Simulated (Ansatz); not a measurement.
# Slab bands of Ag(111)-(√3×√3)R30°-In surface alloy

Aim: the slab bands of Ag(111)-(√3×√3)R30°-In surface alloy, with their weight on the outer layers.

Program: Ansatz 0.2.0. Level of theory: plane-wave DFT, PBE, Ansatz PAW, in the first sound run; inputs show where later runs differ. Results are calculated unless marked as measured.

## Step 1: The structure

The cell holds 15 atoms: 14 Ag and 1 In. Its edges and angles: a = 5.009 Å, b = 5.009 Å, c = 28.045 Å, α = 90.0°, β = 90.0°, γ = 60.0°. Vacuum lies along c.

## Step 2: Relaxation

The structure is relaxed first, because levels and dipoles at a surface follow the positions of the outer atoms.

input.yaml

```yaml
crystal:
  lattice:
    - [5.009206524, 0.0, 0.0]
    - [2.504603262, 4.3381001026, 0.0]
    - [0.0, 0.0, 28.0454504039]
  atoms:
    - { symbol: Ag, position: [0.0, 0.33333333, 0.3209076649] }
    - { symbol: Ag, position: [0.33333333, 0.66666667, 0.3209076649] }
    - { symbol: Ag, position: [0.66666667, 0.0, 0.3209076649] }
    - { symbol: Ag, position: [0.0, 0.0, 0.4051053714] }
    - { symbol: Ag, position: [0.33333333, 0.33333333, 0.4051053714] }
    - { symbol: Ag, position: [0.66666667, 0.66666667, 0.4051053714] }
    - { symbol: Ag, position: [0.0, 0.66666667, 0.4893030778] }
    - { symbol: Ag, position: [0.33333333, 0.0, 0.4893030778] }
    - { symbol: Ag, position: [0.66666667, 0.33333333, 0.4893030778] }
    - { symbol: Ag, position: [0.0, 0.33333333, 0.5735007843] }
    - { symbol: Ag, position: [0.33333333, 0.66666667, 0.5735007843] }
    - { symbol: Ag, position: [0.66666667, 0.0, 0.5735007843] }
    - { symbol: Ag, position: [0.0, 0.0, 0.6576984908] }
    - { symbol: Ag, position: [0.33333333, 0.33333333, 0.6576984908] }
    - { symbol: In, position: [0.66666667, 0.66666667, 0.6790923351] }
kpoints:
  mp_grid: { grid: [12, 12, 1] }
hamiltonian:
  xc: pbe
scf:
  occupations: { method: fermi_dirac, width: 0.1 }
  convergence: { dr2_threshold: 1.0e-08 }
efield:
  axis: 3
  dipole_correction: true
  ramp_position: 0.97
  ramp_width: 0.06
relax:
  f_tol: 0.01
  max_steps: 60
  constraints: [{ sites: [0, 1, 2, 3, 4, 5] }]
output:
  write_potential: true
  write_density: true
  volumetric_format: npy
```

Launch:

```sh
$ ansatz run input.yaml --threads 4 --pin off --max-ram 12288MiB --backend cpu --events-out ev --progress --plain --runs-dir out
```

Numbers of over 12 decimals in the logs are rounded to 6 here.

Output:

```text
Engine: ansatz 0.2.0, aarch64-unknown-linux-gnu
Pseudopotentials: kind: paw
Pseudopotential: Ag, paw, valence charge 19, recommended cutoff 420 eV (normal), Ag.paw.azcp
Pseudopotential: In, paw, valence charge 13, recommended cutoff 420 eV (normal), In.paw.azcp
Functional definition: PBE
  parameter kappa = 0.804
  parameter beta = 0.066725
  exchange = pbe_x(kappa = kappa, mu = beta*pi^2/3)
  correlation = pbe_c(beta = beta)
Crystal: 15 atoms, lattice volume = 609.440 Å³
Basis set: ecut = 420 eV, 12003 PW (Γ), exchange–correlation on 72×72×384 points (8 copies of the dense FFT grid, shifted against one another)
Bands: 168, of which v1, the nominal top of the filled ones, is band 140 counted from 1 (139 counted from 0)
Symmetry: 6 space group operations
Space group: P31m (ITA 157), of the structure as read, at distance tolerance 8.5e-5 Å
k-points: 19 of 144 (time reversal used)
Non-local potential: Ag, projectors of the file, l = 0: 3, l = 1: 2, l = 2: 2, l = 3: 1
Non-local potential: In, projectors of the file, l = 0: 2, l = 1: 2, l = 2: 2, l = 3: 2
PAW form: soft (Blöchl's): semilocal exchange-correlation on the pseudo side does not see the compensation charge
PAW one-centre angular grid: Ag, 590 points (default); XC on 64 Gauss nodes
PAW one-centre angular grid: In, 590 points (default); XC on 64 Gauss nodes
Initial density: superposition of atomic densities (neutral atoms: chi_scale 0, normalization atom), corrected by the library's trained network
Initial wavefunctions: pseudopotential atomic-orbital guess
Functional: x = pbe(κ = 0.804, μ = 0.219515), c = pbe(β = 0.066725)
SCF iter   1: F=—  HF=-111864.011308 eV  |F-HF|=—  |Δ(HF+E_count)|=         —  Δρ=1.20e-3  dr2=4.02e-1  ethr=1.77e-3  p=0.062 e·Å  D=1.85e-2 V/Å  ΔV_dip=-0.52 eV  dr2_dipole=2.67e-1  V_vac-E_F(+/−)=3.93/4.45 eV  ⟨swp⟩=6.4  Hψ=12412  notcnv=0  defer=225
efield: sawtooth ramp at fractional position 0.9700 (set: `efield.ramp_position`, or a place that a band, a saddle search or an elastic batch's reference lends), width 0.0600; the density the first Hamiltonian is built on has a dipole p = 0.062 e·Å; the dipole correction subtracts the counter field D = 1.85e-2 V/Å, which shifts the + side's vacuum level by -0.52 eV against the − side's; the planar-averaged density in the ramp window peaks in size at 3.0e-6 e/Å³
preconditioner: auto → LDOS  [metal: Δε(μ)=0.028 eV  Ē_g=9.792 eV  σ=0.100 eV  W_gap=0.07  n_scr=122 (ndim 8)  ℏωp=19.4 eV  f_vac=0.534  D(μ)=4.55/eV (n_scr^D=10)  β→1.0]
SCF iter   2: F=—  HF=-111864.014334 eV  |F-HF|=—  |Δ(HF+E_count)|=   3.03e-3  Δρ=6.35e-4  dr2=3.48e-3  ethr=1.44e-4  p=0.038 e·Å  D=1.14e-2 V/Å  ΔV_dip=-0.32 eV  dr2_dipole=8.23e-6  V_vac-E_F(+/−)=4.12/4.44 eV  ⟨swp⟩=1.6  Hψ=3739  notcnv=0  defer=269
SCF iter   3: F=—  HF=-111864.016370 eV  |F-HF|=—  |Δ(HF+E_count)|=   2.04e-3  Δρ=6.27e-4  dr2=2.77e-3  ethr=1.25e-6  p=0.039 e·Å  D=1.16e-2 V/Å  ΔV_dip=-0.33 eV  dr2_dipole=8.23e-5  V_vac-E_F(+/−)=4.12/4.44 eV  ⟨swp⟩=2.9  Hψ=5849  notcnv=0  defer=269
SCF iter   4: F=—  HF=-111864.015719 eV  |F-HF|=—  |Δ(HF+E_count)|=   6.51e-4  Δρ=1.75e-4  dr2=1.79e-4  ethr=9.94e-7  p=0.038 e·Å  D=1.12e-2 V/Å  ΔV_dip=-0.32 eV  dr2_dipole=4.32e-6  V_vac-E_F(+/−)=4.12/4.44 eV  ⟨swp⟩=2.0  Hψ=5572  notcnv=0  defer=269
SCF iter   5: F=—  HF=-111864.015634 eV  |F-HF|=—  |Δ(HF+E_count)|=   8.42e-5  Δρ=2.35e-5  dr2=4.18e-6  ethr=6.41e-8  p=0.037 e·Å  D=1.11e-2 V/Å  ΔV_dip=-0.31 eV  dr2_dipole=1.08e-6  V_vac-E_F(+/−)=4.13/4.44 eV  ⟨swp⟩=3.2  Hψ=6184  notcnv=0  defer=269
SCF iter   6: F=—  HF=-111864.015879 eV  |F-HF|=—  |Δ(HF+E_count)|=   2.44e-4  Δρ=1.20e-5  dr2=1.75e-6  ethr=1.50e-9  p=0.037 e·Å  D=1.10e-2 V/Å  ΔV_dip=-0.31 eV  dr2_dipole=2.07e-7  V_vac-E_F(+/−)=4.13/4.44 eV  ⟨swp⟩=2.2  Hψ=5509  notcnv=0  defer=269
SCF iter   7: F=—  HF=-111864.015879 eV  |F-HF|=—  |Δ(HF+E_count)|=   9.00e-8  Δρ=3.35e-6  dr2=1.30e-7  ethr=6.28e-10  p=0.037 e·Å  D=1.09e-2 V/Å  ΔV_dip=-0.31 eV  dr2_dipole=8.70e-10  V_vac-E_F(+/−)=4.13/4.44 eV  ⟨swp⟩=2.0  Hψ=4495  notcnv=0  defer=269
SCF iter   8: F=—  HF=-111864.015879 eV  |F-HF|=—  |Δ(HF+E_count)|=   5.07e-8  Δρ=1.33e-6  dr2=1.65e-8  ethr=4.66e-11  p=0.037 e·Å  D=1.09e-2 V/Å  ΔV_dip=-0.31 eV  dr2_dipole=8.23e-10  V_vac-E_F(+/−)=4.13/4.44 eV  ⟨swp⟩=2.5  Hψ=4756  notcnv=0  defer=269
SCF iter   9: F=-111864.015879 eV  HF=-111864.015879 eV  |F-HF|=3.77e-9  |Δ(HF+E_count)|=   6.50e-9  Δρ=4.11e-7  dr2=1.15e-9  ethr=3.58e-12  p=0.037 e·Å  D=1.09e-2 V/Å  ΔV_dip=-0.31 eV  dr2_dipole=1.36e-10  V_vac-E_F(+/−)=4.13/4.44 eV  ⟨swp⟩=8.8  Hψ=19503  notcnv=0
SCF 1 converged in 9 iterations: F = -111864.015879 eV  dr2 = 1.15e-9
  greatest PAW one-centre occupation: 1.000 electrons in one spin orbital (limit 2), on the Ag atom at site 13 (counted from 0), in its partial waves of l = 0
relax step   1: F+E_penalty+E_count = -111864.01587877 eV  Δ(F+E_penalty+E_count) = +0.000e0 eV  max|allowed force component| = 2.669e-1 eV/Å  Δτ_max = 0.0000 Å  (9 SCF iters, accepted)
Initial density: handed on by an earlier stage of this run
Initial wavefunctions: those handed on with the density
iter 1 solved again at ethr=4.31e-5 eV; its pass at ethr=3.10e-3 eV (dr2=1.20e-1 eV) is discarded
SCF iter   1: F=—  HF=-111864.129594 eV  |F-HF|=—  |Δ(HF+E_count)|=         —  Δρ=4.38e-3  dr2=1.18e-1  ethr=4.31e-5  p=0.037 e·Å  D=1.09e-2 V/Å  ΔV_dip=-0.31 eV  dr2_dipole=2.36e-3  V_vac-E_F(+/−)=4.14/4.45 eV  ⟨swp⟩=2.0  Hψ=12635  notcnv=0  defer=277
efield: sawtooth ramp at fractional position 0.9700 (set: `efield.ramp_position`, or a place that a band, a saddle search or an elastic batch's reference lends), width 0.0600; the density the first Hamiltonian is built on has a dipole p = 0.037 e·Å; the dipole correction subtracts the counter field D = 1.09e-2 V/Å, which shifts the + side's vacuum level by -0.31 eV against the − side's; the planar-averaged density in the ramp window peaks in size at 7.4e-7 e/Å³
preconditioner: auto → LDOS  [metal: Δε(μ)=0.040 eV  Ē_g=9.773 eV  σ=0.100 eV  W_gap=0.10  n_scr=122 (ndim 8)  ℏωp=19.4 eV  f_vac=0.531  D(μ)=4.55/eV (n_scr^D=10)  β→1.0]
SCF iter   2: F=—  HF=-111864.118351 eV  |F-HF|=—  |Δ(HF+E_count)|=   1.12e-2  Δρ=3.57e-3  dr2=1.51e-1  ethr=4.23e-5  p=0.032 e·Å  D=9.54e-3 V/Å  ΔV_dip=-0.27 eV  dr2_dipole=3.22e-2  V_vac-E_F(+/−)=4.18/4.45 eV  ⟨swp⟩=2.2  Hψ=5512  notcnv=0  defer=277
[...]
SCF iter   7: F=—  HF=-111864.101841 eV  |F-HF|=—  |Δ(HF+E_count)|=   5.32e-7  Δρ=3.42e-6  dr2=9.01e-8  ethr=2.06e-10  p=0.013 e·Å  D=4.00e-3 V/Å  ΔV_dip=-0.11 eV  dr2_dipole=2.58e-9  V_vac-E_F(+/−)=4.33/4.44 eV  ⟨swp⟩=2.1  Hψ=4498  notcnv=0  defer=286
SCF iter   8: F=-111864.101841 eV  HF=-111864.101841 eV  |F-HF|=8.38e-9  |Δ(HF+E_count)|=   8.62e-8  Δρ=7.72e-7  dr2=4.76e-9  ethr=3.58e-12  p=0.013 e·Å  D=3.99e-3 V/Å  ΔV_dip=-0.11 eV  dr2_dipole=2.93e-10  V_vac-E_F(+/−)=4.33/4.44 eV  ⟨swp⟩=7.9  Hψ=21343  notcnv=0
SCF 3 converged in 8 iterations: F = -111864.101841 eV  dr2 = 4.76e-9
relax step   3: F+E_penalty+E_count = -111864.10184060 eV  Δ(F+E_penalty+E_count) = -1.271e-2 eV  max|allowed force component| = 2.468e-2 eV/Å  Δτ_max = 0.1611 Å  (8 SCF iters, accepted)
SCF iter   1: F=—  HF=-111864.102188 eV  |F-HF|=—  |Δ(HF+E_count)|=         —  Δρ=2.12e-4  dr2=2.90e-4  ethr=5.42e-7  p=0.013 e·Å  D=3.99e-3 V/Å  ΔV_dip=-0.11 eV  dr2_dipole=4.00e-5  V_vac-E_F(+/−)=4.33/4.44 eV  ⟨swp⟩=3.5  Hψ=7755  notcnv=0  defer=312
efield: sawtooth ramp at fractional position 0.9700 (set: `efield.ramp_position`, or a place that a band, a saddle search or an elastic batch's reference lends), width 0.0600; the density the first Hamiltonian is built on has a dipole p = 0.013 e·Å; the dipole correction subtracts the counter field D = 3.99e-3 V/Å, which shifts the + side's vacuum level by -0.11 eV against the − side's; the planar-averaged density in the ramp window peaks in size at 8.1e-7 e/Å³
preconditioner: auto → LDOS  [metal: Δε(μ)=0.080 eV  Ē_g=9.830 eV  σ=0.100 eV  W_gap=0.20  n_scr=122 (ndim 8)  ℏωp=19.4 eV  f_vac=0.533  D(μ)=4.43/eV (n_scr^D=10)  β→1.0]
SCF iter   2: F=—  HF=-111864.102172 eV  |F-HF|=—  |Δ(HF+E_count)|=   1.57e-5  Δρ=1.54e-4  dr2=2.06e-4  ethr=1.04e-7  p=0.014 e·Å  D=4.12e-3 V/Å  ΔV_dip=-0.12 eV  dr2_dipole=2.57e-5  V_vac-E_F(+/−)=4.33/4.44 eV  ⟨swp⟩=2.2  Hψ=5837  notcnv=0  defer=308
SCF iter   3: F=—  HF=-111864.102134 eV  |F-HF|=—  |Δ(HF+E_count)|=   3.81e-5  Δρ=2.79e-5  dr2=4.64e-6  ethr=7.39e-8  p=0.014 e·Å  D=4.14e-3 V/Å  ΔV_dip=-0.12 eV  dr2_dipole=9.30e-9  V_vac-E_F(+/−)=4.33/4.44 eV  ⟨swp⟩=2.0  Hψ=4472  notcnv=0  defer=308
SCF iter   4: F=—  HF=-111864.102334 eV  |F-HF|=—  |Δ(HF+E_count)|=   2.00e-4  Δρ=1.99e-5  dr2=2.13e-6  ethr=1.66e-9  p=0.014 e·Å  D=4.17e-3 V/Å  ΔV_dip=-0.12 eV  dr2_dipole=1.28e-8  V_vac-E_F(+/−)=4.33/4.44 eV  ⟨swp⟩=3.0  Hψ=6913  notcnv=0  defer=308
SCF iter   5: F=—  HF=-111864.102334 eV  |F-HF|=—  |Δ(HF+E_count)|=   3.99e-7  Δρ=2.56e-6  dr2=4.91e-8  ethr=7.62e-10  p=0.014 e·Å  D=4.17e-3 V/Å  ΔV_dip=-0.12 eV  dr2_dipole=3.25e-10  V_vac-E_F(+/−)=4.33/4.44 eV  ⟨swp⟩=2.3  Hψ=5272  notcnv=0  defer=308
SCF iter   6: F=-111864.102334 eV  HF=-111864.102334 eV  |F-HF|=1.50e-8  |Δ(HF+E_count)|=   8.72e-8  Δρ=9.04e-7  dr2=5.84e-9  ethr=3.58e-12  p=0.014 e·Å  D=4.17e-3 V/Å  ΔV_dip=-0.12 eV  dr2_dipole=2.14e-10  V_vac-E_F(+/−)=4.33/4.44 eV  ⟨swp⟩=9.0  Hψ=20333  notcnv=0
SCF 4 converged in 6 iterations: F = -111864.102334 eV  dr2 = 5.84e-9
relax step   4: F+E_penalty+E_count = -111864.10233401 eV  Δ(F+E_penalty+E_count) = -4.934e-4 eV  max|allowed force component| = 2.128e-3 eV/Å  Δτ_max = 0.0118 Å  (6 SCF iters, accepted)
NSCF: frozen V_eff on 19 k-points
the band table was solved once a step of the walk had ended and its energy, with any forces and stress, was formed, with the checks that follow a solve (15651 applications of the Hamiltonian). They found nothing against the state; the energy, forces and stress were not computed again (output.eigenvalues in the input reference)
WARN: The output density's exchange-correlation potential varies sharply where the density is thin. Do not read a vacuum level from v_tot or v_xc, or from such a field of the output density. On a cell that repeats whose density bears no net charge and no dipole along the vacuum's axis use v_es (v_loc + v_h of the components); under efield.dipole_correction with no amplitude use v_es + v_field, which holds any externa [...]
SCF converged after 6 iterations
Free energy (F): -111864.102334 eV
Harris-Foulkes:  -111864.102334 eV  (|F-HF|=1.50e-8)
Internal energy: -111863.953980 eV  (E = F + TS)
E sigma→0 (E₀):  -111864.028157 eV
Entropy (-TS):   -0.148354 eV (-9.890 meV/atom)
Fermi energy:    4.786122 eV
Dipole field:    D = 0.004185 V/Å  (p = 0.014095 e·Å, saw-weighted, corrected)
Work function:   Φ+ = 4.3260 eV   Φ− = 4.4434 eV
Levels:          The Fermi level and band energies are counted from a zero that moves with the ramp; work functions are not
--- Per-component energies (eV) ---
  E_band       = -6701.289631
  E_kinetic    = 7622.719910
  E_local      = -540800.189400  (includes V_loc(G=0)·N_el)
  E_nonlocal   = 1487.052038
  E_hartree    = 267218.942911
  E_xc         = -2800.874245
  E_vxc        = -3384.006821  (∫ρ·V_xc dr)
  E_paw        = -58783.083866  (= ΣΔE_a)
  E_vpaw       = -6065.128832  (= ΣTr[D̂ρ^β])
  E_aug_tail   = 0.004585  (compensation charges beyond the density's cutoff)
  E_efield     = 0.000029  (sawtooth field / dipole correction)
  E_vefield    = 0.374969  (∫n·V_field dr)
  E_ewald      = 214191.474058
  E_smearing   = -0.148354  (= −TS)
  E_closure    = -0.000000  (closes the sum)
  Σ components = -111864.102334   (vs F -111864.102334, Δ=0.00e0)
--- Forces (eV/Å), atoms counted from 1 ---
  atom   1  Ag    -0.00251328     0.00435313    -0.15089502
  atom   2  Ag     0.00502656    -0.00000000    -0.15089502
  atom   3  Ag    -0.00251328    -0.00435313    -0.15089502
  atom   4  Ag     0.00000000    -0.00000000     0.15089395
  atom   5  Ag     0.00000000     0.00000000     0.15089395
  atom   6  Ag     0.00000000    -0.00000000     0.14691214
  atom   7  Ag    -0.00008023    -0.00000000     0.00205456
  atom   8  Ag     0.00004012    -0.00006948     0.00205456
  atom   9  Ag     0.00004012     0.00006948     0.00205456
  atom  10  Ag     0.00003977    -0.00006888     0.00008246
  atom  11  Ag    -0.00007953     0.00000000     0.00008246
  atom  12  Ag     0.00003977     0.00006888     0.00008246
  atom  13  Ag    -0.00000000    -0.00000000    -0.00013842
  atom  14  Ag    -0.00000000     0.00000000    -0.00013842
  atom  15  In    -0.00000000     0.00000000    -0.00212806
  max |Σ_I F_I| component: 2.11e-5 eV/Å
--- Band table (eV; the first three rows and the last of 19) ---
  k-point 0: bands = [... 136 lower, 4.6020, 6.6735, 7.4970, 7.4970, 7.9005, 7.9005, 8.1013, 8.1981, ... 24 higher]
  k-point 1: bands = [... 136 lower, 4.7371, 6.0792, 6.8835, 6.9297, 7.0952, 7.5300, 7.7883, 7.8591, ... 24 higher]
  k-point 2: bands = [... 136 lower, 4.9830, 5.1108, 5.7102, 6.1610, 6.4835, 6.6582, 6.8682, 7.3089, ... 24 higher]
  k-point 18: bands = [... 136 lower, 2.0361, 2.7409, 3.0861, 3.0861, 4.4098, 4.7208, 4.7208, 6.2721, ... 24 higher]
--- Relaxed structure (4 steps of the walk, 4 accepted, 0 SCFs on fresh bases) ---
  F+E_penalty+E_count = -111864.10233401 eV   max|allowed force component| = 2.128e-3 eV/Å
  atoms:
    - { symbol: Ag, position: [1.6666666935449825e-9, 0.333333, 0.320908] }
    - { symbol: Ag, position: [0.333333, 0.666667, 0.320908] }
    - { symbol: Ag, position: [0.666667, 1.6666666738076838e-9, 0.320908] }
    - { symbol: Ag, position: [0.0, 0.0, 0.4051053714] }
    - { symbol: Ag, position: [0.333333, 0.333333, 0.4051053714] }
    - { symbol: Ag, position: [0.666667, 0.666667, 0.4051053714] }
    - { symbol: Ag, position: [0.000252707, 0.666667, 0.491038] }
    - { symbol: Ag, position: [0.333081, 0.000252707, 0.491038] }
    - { symbol: Ag, position: [0.666667, 0.333081, 0.491038] }
    - { symbol: Ag, position: [-0.000369423, 0.333703, 0.577280] }
    - { symbol: Ag, position: [0.333703, 0.666667, 0.577280] }
    - { symbol: Ag, position: [0.666667, -0.000369423, 0.577280] }
    - { symbol: Ag, position: [8.798816957590964e-19, -1.7597633915181727e-18, 0.665054] }
    - { symbol: Ag, position: [0.333333, 0.333333, 0.665054] }
    - { symbol: In, position: [0.666667, 0.666667, 0.673600] }
```

The job ended after 4.2 min (4 threads of Arm Neoverse V1, shared host; peak memory 2.8 GiB; 17 min of CPU time).

Step by step:

| step | energy less that of the first step (eV) | largest force component (eV/Å) |
| --- | --- | --- |
| 1 | 0.0000 | 0.2669 |
| 2 | -0.0732 | 0.1451 |
| 3 | -0.0860 | 0.0247 |
| 4 | -0.0865 | 0.0021 |

Forces are held to the 6 operations that the run works with; a distortion that breaks them can't arise in this run.

The atoms that moved most (Å):

| atom | dx | dy | dz | length |
| --- | --- | --- | --- | --- |
| Ag14 | 0.000 | 0.000 | 0.206 | 0.206 |
| Ag13 | 0.000 | 0.000 | 0.206 | 0.206 |
| In15 | 0.000 | 0.000 | -0.154 | 0.154 |
| Ag12 | -0.001 | -0.002 | 0.106 | 0.106 |
| Ag11 | 0.002 | 0.000 | 0.106 | 0.106 |
| Ag10 | -0.001 | 0.002 | 0.106 | 0.106 |
| Ag9 | -0.001 | -0.001 | 0.049 | 0.049 |
| Ag7 | 0.001 | 0.000 | 0.049 | 0.049 |

The relaxed structure:

```cif
data_structure
_symmetry_space_group_name_H-M 'P 1'
_symmetry_Int_Tables_number 1
_cell_length_a 5.0092
_cell_length_b 5.0092
_cell_length_c 28.0455
_cell_angle_alpha 90.000
_cell_angle_beta 90.000
_cell_angle_gamma 60.000
_cell_volume 609.44
loop_
_atom_site_label
_atom_site_type_symbol
_atom_site_fract_x
_atom_site_fract_y
_atom_site_fract_z
_atom_site_occupancy
Ag1 Ag 0.00000 0.33333 0.32091 1
Ag2 Ag 0.33333 0.66667 0.32091 1
Ag3 Ag 0.66667 0.00000 0.32091 1
Ag4 Ag 0.00000 0.00000 0.40511 1
Ag5 Ag 0.33333 0.33333 0.40511 1
Ag6 Ag 0.66667 0.66667 0.40511 1
Ag7 Ag 0.00025 0.66667 0.49104 1
Ag8 Ag 0.33308 0.00025 0.49104 1
Ag9 Ag 0.66667 0.33308 0.49104 1
Ag10 Ag 0.99963 0.33370 0.57728 1
Ag11 Ag 0.33370 0.66667 0.57728 1
Ag12 Ag 0.66667 0.99963 0.57728 1
Ag13 Ag 0.00000 0.00000 0.66505 1
Ag14 Ag 0.33333 0.33333 0.66505 1
In15 In 0.66667 0.66667 0.67360 1
```

This step gave:

```
energy at zero smearing        : -111864.0282 eV
work function, upper face      : 4.326 eV
work function, lower face      : 4.443 eV
dipole along the normal        : 0.01409 e·Å
step between the vacuum levels : -0.1174 eV
```

The relaxation took 4 steps and lowered the energy by 0.086 eV; the largest force on the free atoms ends at 0.0021 eV/Å.

The work function of the upper face is 4.33 eV.

(Continued in part 2 of 3.)

[Logs are printed without paths, hosts, clocks, repeated set-up lines and the standing remarks that a program may print on its own settings, such as how far it seeks lower states.]

[Hosts, paths, dates, database ids (printed as entryN), source tags and the programs' standing remarks are cut or masked in the printed files.]

[Maps of the electrostatic potential energy from Ansatz leave out the sawtooth potential of an applied field or a dipole correction, so their vacuum need not be flat; planar profiles and work functions include it.]
